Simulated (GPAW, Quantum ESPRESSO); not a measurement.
# O K ELNES/XANES of VBrO (Pmmn) from DFT

What does one-electron theory with a core hole give for the O K edge of VBrO (Pmmn)?

Method: X-ray absorption from dipole matrix elements to empty bands, plane-wave PAW LDA+U, in GPAW 26.7.0.

### Step 1. The starting structure

Symmetry: Pmmn, No. 59, orthorhombic system. The conventional cell has a = 3.380 Å, b = 3.775 Å, c = 8.425 Å, α = 90.00°, β = 90.00°, γ = 90.00°. Nearest to Br lie 2 V at 2.53 Å. V has 4 O at 1.97 to 2.07 Å and 2 Br at 2.53 Å nearest. Nearest to O lie 4 V at 1.97 to 2.07 Å. Farther neighbours and most contacts between anions are not listed.

Structure file:

```xyz
6
Lattice="3.3800 0.0000 0.0000 0.0000 3.7750 0.0000 0.0000 0.0000 8.4250" Properties=species:S:1:pos:R:3 pbc="T T T"
Br    1.6900    0.0000    5.6616
Br    0.0000    1.8875    2.7634
V     0.0000    0.0000    7.5488
V     1.6900    1.8875    0.8762
O     1.6900    0.0000    0.3117
O     0.0000    1.8875    8.1133
```

### Step 2. Ground state of the crystal

The ground state comes first: it tells whether the system has a gap, which decides how the excited electron is treated.

Contents of scf.py:

```python
import numpy as np
from ase import Atoms
from ase.parallel import parprint, paropen
from gpaw import GPAW, PW, FermiDirac, Mixer, MixerDif, setup_paths
from gpaw.test import gen
setup_paths.insert(0, '.')
gen('O', name='nch1s', xcname='LDA', corehole=(1, 0, 0), write_xml=True)
from gpaw.mpi import world
world.barrier()

atoms = Atoms('Br2V2O2',
    cell=[[3.38, 0, 0],
     [0, 3.775, 0],
     [0, 0, 8.425]],
    scaled_positions=[[0.5, 0, 0.672],
     [0, 0.5, 0.328],
     [0, 0, 0.896],
     [0.5, 0.5, 0.104],
     [0.5, 0, 0.037],
     [0, 0.5, 0.963]],
    magmoms=[0.0, 0.0, 2.0, 2.0, 0.0, 0.0],
    pbc=True)
atoms.calc = calc = GPAW(legacy_gpaw=True, mode=PW(500), xc='LDA', setups={'V': ':d,3.3', 4: 'nch1s'},
    kpts={'size': (5, 5, 2), 'gamma': True}, occupations=FermiDirac(0.05),
    charge=0, mixer=MixerDif(0.05, 8, 50), maxiter=150,
    convergence={'density': 0.0001}, txt='scf.txt')
energy = atoms.get_potential_energy() + calc.get_reference_energy()
ef = calc.get_fermi_level()
out = dict(energy=energy, fermi=ef, forces=atoms.get_forces().tolist(), magmoms=atoms.get_magnetic_moments().tolist())
parprint(f'all-electron energy {energy:.4f} eV, Fermi level {ef:.4f} eV')
ev = np.array([[calc.get_eigenvalues(k, s) for k in range(len(calc.get_ibz_k_points()))] for s in range(calc.get_number_of_spins())])
out['homo'], out['lumo'], out['counts'] = ev[ev < ef].max(), ev[ev > ef].min(), sorted(set((ev < ef).sum((0, 2)).tolist()))
out['filled'] = (ev[:, 0] < ef).sum(1).tolist()
import json
with paropen('out.json', 'w') as f:
    json.dump(out, f)
```

Command:

```console
$ OMP_NUM_THREADS=1 mpirun -n 4 gpaw python scf.py
```

Numbers of over 12 decimals in the logs are rounded to 6 here.

The log of the run:

```text
Input parameters:
  convergence: {density: 0.0001}
  kpts: {gamma: True,
         size: (5, 5, 2)}
  maxiter: 150
  mixer: {backend: pulay,
          beta: 0.05,
          method: difference,
          nmaxold: 8,
          weight: 50}
  mode: {ecut: 500.0,
         name: pw}
  occupations: {fixmagmom: False,
                name: fermi-dirac,
                width: 0.05}
  setups: {4: nch1s,
           V: :d,3.3}

Initialize ...

[... PAW data sets ...]

Reference energy: -197216.108583  # eV

Spin-polarized calculation.
Initial magnetic moment: 4.000000

[... convergence settings ...]
Symmetries present (total): 4
  [... symmetry matrices ...]

50 k-points: 5 x 5 x 2 Monkhorst-Pack grid + [0.000000,0.000000,1/4]
18 k-points in the irreducible part of the Brillouin zone
       k-points in crystal coordinates                weights
   0:     0.00000000    0.00000000    0.00000000          1/50
   1:     0.00000000    0.00000000    0.50000000          1/50
   2:     0.00000000    0.20000000    0.00000000          2/50
   3:     0.00000000    0.20000000    0.50000000          2/50
   4:     0.00000000    0.40000000    0.00000000          2/50
   5:     0.00000000    0.40000000    0.50000000          2/50
   6:     0.20000000    0.00000000    0.00000000          2/50
   7:     0.20000000    0.00000000    0.50000000          2/50
   8:     0.20000000    0.20000000    0.00000000          4/50
   9:     0.20000000    0.20000000    0.50000000          4/50
          ...
  17:     0.40000000    0.40000000    0.50000000          4/50

Wave functions: Plane wave expansion
  Cutoff energy: 500.000 eV
  Number of coefficients (min, max): 2699, 2752
  Pulay-stress correction: 0.000000 eV/Ang^3 (de/decut=0.000000)
  Using FFTW library
  Wavefunction extrapolation:
    Improved wavefunction reuse through dual PAW basis

Occupation numbers: Fermi-Dirac:
  width: 0.0500  # eV

Eigensolver
   Davidson(niter=2)

Densities:
  Coarse grid: 18*20*45 grid
  Fine grid: 36*40*90 grid
  Total Charge: 0.000000

Density mixing:
  Method: difference
  Backend: pulay
  Linear mixing parameter: 0.05
  old densities: 8
  Width of damping distribution: 1.1
  Damping of long wavelength oscillations: 50

[... Hamiltonian set-up ...]
Number of atoms: 6
Number of atomic orbitals: 42
Number of bands in calculation: 38
Number of valence electrons: 52
Bands to converge: occupied

... initialized

Initializing position-dependent things.

Density initialized from atomic densities
Creating initial wave functions:
  38 bands from LCAO basis set

Positions:
   0 Br     1.690000    0.000000    5.661600    ( 0.0000,  0.0000,  0.0000)
   1 Br     0.000000    1.887500    2.763400    ( 0.0000,  0.0000,  0.0000)
   2 V      0.000000    0.000000    7.548800    ( 0.0000,  0.0000,  2.0000)
   3 V      1.690000    1.887500    0.876200    ( 0.0000,  0.0000,  2.0000)
   4 O      1.690000    0.000000    0.311725    ( 0.0000,  0.0000,  0.0000)
   5 O      0.000000    1.887500    8.113275    ( 0.0000,  0.0000,  0.0000)

Unit cell:
           periodic     x           y           z      points  spacing
  1. axis:    yes    3.380000    0.000000    0.000000    18     0.1878
  2. axis:    yes    0.000000    3.775000    0.000000    20     0.1887
  3. axis:    yes    0.000000    0.000000    8.425000    45     0.1872

  Lengths:   3.380000   3.775000   8.425000
  Angles:   90.000000  90.000000  90.000000

Effective grid spacing dv^(1/3) = 0.1879

iter:   1   -41.070264                   +4.0022
iter:   2   -40.995893   -0.72  -1.19    +4.0007
iter:   3   -39.521662   -0.50  -1.23    +4.0000
iter:   4   -39.678416   -1.52  -1.47    +4.0001
iter:   5   -40.231050   -1.67  -1.49    +4.0001
iter:   6   -40.400830   -1.36  -1.66    +4.0000
iter:   7   -40.352131   -2.86  -1.95    +4.0000
iter:   8   -40.329498   -2.50  -1.99    +4.0000
iter:   9   -40.334867c  -3.14  -2.35    +4.0000
iter:  10   -40.340326c  -3.38  -2.52    +4.0000
iter:  11   -40.340509c  -4.34  -3.01    +4.0000
iter:  12   -40.341290c  -4.56  -3.05    +4.0000
iter:  13   -40.341785c  -4.55  -3.31    +4.0000
iter:  14   -40.341866c  -5.45  -3.47    +4.0000
iter:  15   -40.342041c  -5.47  -3.54    +4.0000
iter:  16   -40.342012c  -6.15  -3.86    +4.0000
iter:  17   -40.342074c  -6.06  -3.95    +4.0000
iter:  18   -40.342094c  -6.28  -4.28c   +4.0000
iter:  19   -40.342092c  -7.10  -4.53c   +4.0000
iter:  20   -40.342095c  -7.48c -4.43c   +4.0000

Converged after 20 iterations.

Dipole moment: (0.000000, -0.000000, 0.000000) |e|*Ang

Total magnetic moment: (0.000000, 0.000000, 4.000000)
Local magnetic moments:
   0 Br ( 0.000000,  0.000000, -0.019005)
   1 Br ( 0.000000,  0.000000, -0.019005)
   2 V  ( 0.000000,  0.000000,  1.865623)
   3 V  ( 0.000000,  0.000000,  1.865623)
   4 O  ( 0.000000,  0.000000, -0.005822)
   5 O  ( 0.000000,  0.000000, -0.005822)

Energy contributions relative to reference atoms: (reference = -197216.108583)

Kinetic:        +32.655184
Potential:      -32.723383
External:        +0.000000
XC:             -40.250032
Entropy (-ST):   -0.000000
Local:           -0.023864
SIC:             +0.000000
--------------------------
Free energy:    -40.342095
Extrapolated:   -40.342095

Spin contamination: 0.083870 electrons
Showing only first 2 kpts
                      Up                     Down
 Kpt  Band  Eigenvalues  Occupancy  Eigenvalues  Occupancy
  0    24      2.26377    1.00000      6.65448    0.00000
  0    25      2.41418    1.00000      6.73800    0.00000
  0    26      2.76978    1.00000      7.06301    0.00000
  0    27      3.22343    1.00000      7.31177    0.00000

  1    24      2.43883    1.00000      6.65458    0.00000
  1    25      2.44216    1.00000      6.80570    0.00000
  1    26      2.58917    1.00000      7.02720    0.00000
  1    27      3.08206    1.00000      7.21880    0.00000

Fermi level: 4.29739

Gap: 1.579 eV
Transition (v -> c):
  (s=0, k=7, n=27, [0.20, 0.00, 0.50]) -> (s=0, k=16, n=28, [0.40, 0.40, 0.00])
Direct/indirect transitions are different
Direct gap: 1.941 eV
Transition at: (s=0, k=16, n=27, [0.40, 0.40, 0.00])

Forces in eV/Ang:
  0 Br    0.00000    0.00000    0.25040
  1 Br    0.00000    0.00000   -0.25040
  2 V     0.00000    0.00000   -0.51136
  3 V     0.00000    0.00000    0.51136
  4 O     0.00000    0.00000    0.20693
  5 O     0.00000    0.00000   -0.20693
Scalar-relativistic atomic LDA calculation for O (Oxygen, Z=8)
Core hole in 1s state (1s occupation: 2.0)
300 radial gridpoints.
|------------------------------------------------|
|------------------------------------------------|
[... the atom generator's iteration count ...]

Energy contributions:
-------------------------
Kinetic:      +74.266897
XC:            -7.772280
Potential:   -141.018865
-------------------------
Total:        -74.524248

state      eigenvalue         ekin         rmax
-----------------------------------------------
1s^2.0 :   -18.772897    28.821965        0.130
2s^2.0 :    -0.872866     3.204810        0.874
2p^4.0 :    -0.337925     2.553337        0.813
-----------------------------------------------
(units: Bohr and Hartree)

Generating PAW setup
Kinetic energy of the core from tauc = 57.689706
Cutoffs:
rc(s)=1.300
rc(p)=1.130
rc(d)=1.170
rc(vbar)=1.300
rc(comp)=1.260
rc(nct)=1.300

Kinetic energy of the core states: 57.643930
Charge: 0.0
Core electrons: 2.0
Valence electrons: 6.0
Pseudo-core charge: 0.000776
Shape function alpha=6.299
Pseudo-electron charge 5.666261
state    eigenvalue         norm
--------------------------------
2s(2) :    -0.872866     1.079797
*s    :     0.127134
2p(4) :    -0.337925     0.876472
*p    :     0.662075
*d    :     0.000000
--------------------------------

Diagonalizing with gridspacing h=0.050

state   all-electron     PAW
-------------------------------
2s:      -0.872866    -0.873954
2p:      -0.337925    -0.341740
*d:                    0.050276
*f:                    0.077289
-------------------------------
all-electron energy -197256.4507 eV, Fermi level 4.2974 eV
```

It took 30 s on 4 MPI ranks of Arm Neoverse V1, shared host; peak memory 0.27 GiB; 2 min of CPU time.

The mesh shows a gap of 1.58 eV, so the hole is first treated in a charged cell, without the excited electron.

Site moments (μB): -0.02, -0.02, 1.87, 1.87, -0.01, -0.01.

### Step 3. Reference energy of the supercell

The photon energy needs a difference of total energies, so the cell and mesh of the coming hole run are first run without a hole.

scf.py: that of step 2 with these lines changed.

```diff
@@ -10,16 +10,22 @@
 
-atoms = Atoms('Br2V2O2',
-    cell=[[3.38, 0, 0],
-     [0, 3.775, 0],
-     [0, 0, 8.425]],
-    scaled_positions=[[0.5, 0, 0.672],
-     [0, 0.5, 0.328],
-     [0, 0, 0.896],
-     [0.5, 0.5, 0.104],
-     [0.5, 0, 0.037],
-     [0, 0.5, 0.963]],
-    magmoms=[0.0, 0.0, 2.0, 2.0, 0.0, 0.0],
+atoms = Atoms('Br4V4O4',
+    cell=[[-3.38, 3.775, 0],
+     [-3.38, -3.775, 0],
+     [3.38, 0, 8.425]],
+    scaled_positions=[[0.086, 0.086, 0.672],
+     [0.586, 0.586, 0.672],
+     [0.414, 0.914, 0.328],
+     [0.914, 0.414, 0.328],
+     [0.448, 0.448, 0.896],
+     [0.948, 0.948, 0.896],
+     [0.052, 0.552, 0.104],
+     [0.552, 0.052, 0.104],
+     [0.7685, 0.7685, 0.037],
+     [0.2685, 0.2685, 0.037],
+     [0.7315, 0.2315, 0.963],
+     [0.2315, 0.7315, 0.963]],
+    magmoms=[0.0, 0.0, 0.0, 0.0, 2.0, 2.0, 2.0, 2.0, 0.0, 0.0, 0.0, 0.0],
     pbc=True)
-atoms.calc = calc = GPAW(legacy_gpaw=True, mode=PW(500), xc='LDA', setups={'V': ':d,3.3', 4: 'nch1s'},
-    kpts={'size': (5, 5, 2), 'gamma': True}, occupations=FermiDirac(0.05),
+atoms.calc = calc = GPAW(legacy_gpaw=True, mode=PW(500), xc='LDA', setups={'V': ':d,3.3', 8: 'nch1s'},
+    kpts={'size': (3, 3, 3), 'gamma': True}, occupations=FermiDirac(0.02),
     charge=0, mixer=MixerDif(0.05, 8, 50), maxiter=150,
```

The log of the run:

```text
Input parameters:
  convergence: {density: 0.0001}
  kpts: {gamma: True,
         size: (3, 3, 3)}
  maxiter: 150
  mixer: {backend: pulay,
          beta: 0.05,
          method: difference,
          nmaxold: 8,
          weight: 50}
  mode: {ecut: 500.0,
         name: pw}
  occupations: {fixmagmom: False,
                name: fermi-dirac,
                width: 0.02}
  setups: {8: nch1s,
           V: :d,3.3}

[...]
2s(2) :    -0.872866     1.079797
*s    :     0.127134
2p(4) :    -0.337925     0.876472
*p    :     0.662075
*d    :     0.000000
--------------------------------

Diagonalizing with gridspacing h=0.050

state   all-electron     PAW
-------------------------------
2s:      -0.872866    -0.873954
2p:      -0.337925    -0.341740
*d:                    0.050276
*f:                    0.077289
-------------------------------
all-electron energy -394512.9080 eV, Fermi level 4.1159 eV
[key lines of the parts left out:]
Converged after 23 iterations.
Dipole moment: (0.000014, 0.000000, 0.000032) |e|*Ang
Free energy:    -80.690818
Fermi level: 4.11594
```

Wall time 100 s (4 MPI ranks); peak memory 0.31 GiB.

Reference energy: -394512.908 eV with the cores included.

(Continued in part 2 of 2.)

[Banner, clock and machine lines of the logs are left out without a mark of their own.]

[Logs are printed without paths, hosts, clocks, repeated set-up lines and the standing remarks that a program may print on its own settings, such as how far it seeks lower states.]

[Hosts, paths, dates, database ids (printed as entryN), source tags and the programs' standing remarks are cut or masked in the printed files.]

[Lists of maxima count a maximum above −3 eV only where it reaches 4 % of the highest in the window and stands out from its surroundings by 2 % of it (1.5 % where it reaches 55 %); shoulders and weaker maxima are passed over, and of the rest the first, up to two pre-edge ones and the few strongest are named.]
